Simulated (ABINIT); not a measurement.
Records of electronic-structure calculations.

### Beyond one shot: CsMgF3 (Pm-3m)

It takes space group Pm-3m (No. 221, cubic). Conventional cell: a = 4.252 Å, b = 4.252 Å, c = 4.252 Å, α = 90.00°, β = 90.00°, γ = 90.00°. Nearest to Cs lie 12 F at 3.01 Å. Nearest to Mg lie 6 F at 2.13 Å. Nearest to F lie 2 Mg at 2.13 Å and 4 Cs at 3.01 Å. Farther neighbours, and contacts between anions beyond the nearest, are not listed.

```yaml
method: RPA screening on LDA from quasiparticle energies and orbitals, plane waves, norm-conserving pseudopotentials (and 4 further levels or steps)
program: ABINIT 10.8.3
settings: cutoff 38 Ha, PseudoDojo scalar-relativistic 0.4.1 standard, norm-conserving, ngkpt (2, 2, 2), nband 51, ecuteps 3.2 Ha, gwcalctyp 28, inclvkb 2, shiftk (0, 0, 0), symchi 1, awtr 1, frequency ppm, cycle 4, q points all but q = 0, 2×2×2 k-mesh
cost: 13 runs, 3.4 min in all on 4 MPI ranks of Arm Neoverse N1, shared host
notes: The cell and positions are those that the Materials Project relaxed with its own functionals (PBE, PBE+U or r2SCAN), kept fixed. Limits: no spin-orbit coupling. The 2×2×2 mesh is coarse for this cell, which bears on the long-range parts of exchange and screening.
g0w0: 10.447 eV
qsgw_cycle_1: 11.128 eV
qsgw_cycle_2: 11.812 eV
qsgw_cycle_3: 11.877 eV
qsgw_cycle_4: 11.885 eV
known_limits: short of the basis limit; no spin-orbit coupling; coarse k mesh
```

Only the bands that the input lists are updated; the higher empty ones keep the functional's energies. QSGW ends at 11.88 eV, +1.44 eV from G0W0, after 4 cycles that took 2.7 min beside the first screening; the last moved the gap by 0.008 eV.

[Long decimals in the printed logs are rounded to 6 places.]

[Logs are printed without paths, hosts, clocks, repeated set-up lines and the standing remarks that a program may print on its own settings, such as how far it seeks lower states.]

[Paths, hosts, dates, memory and timing lines, banners, echoed tables and standing remarks are left out of the program output; an Ansatz launch command may be rebuilt from the run's recorded settings. Measured values are a selection of at most five: reports struck by readers or far from the other reports are left out. None is set beside runs whose start may be inverted or whose files or cutoffs have a known fault.]

[Runs of the session that timed out or met a known fault of the program may be left out.]

[Hosts, paths, dates, database ids (printed as entryN), source tags and the programs' standing remarks are cut or masked in the printed files.]

[G0W0 gaps are taken among the corrected bands and points alone; a level outside them can change the order at an edge.]

[Where Ansatz stands beside ABINIT at settings called matched, ABINIT's density can come from a denser mesh and the files from another edition; pairs whose starting gaps differed by over 0.03 eV were left out, so agreement reads better than it is.]
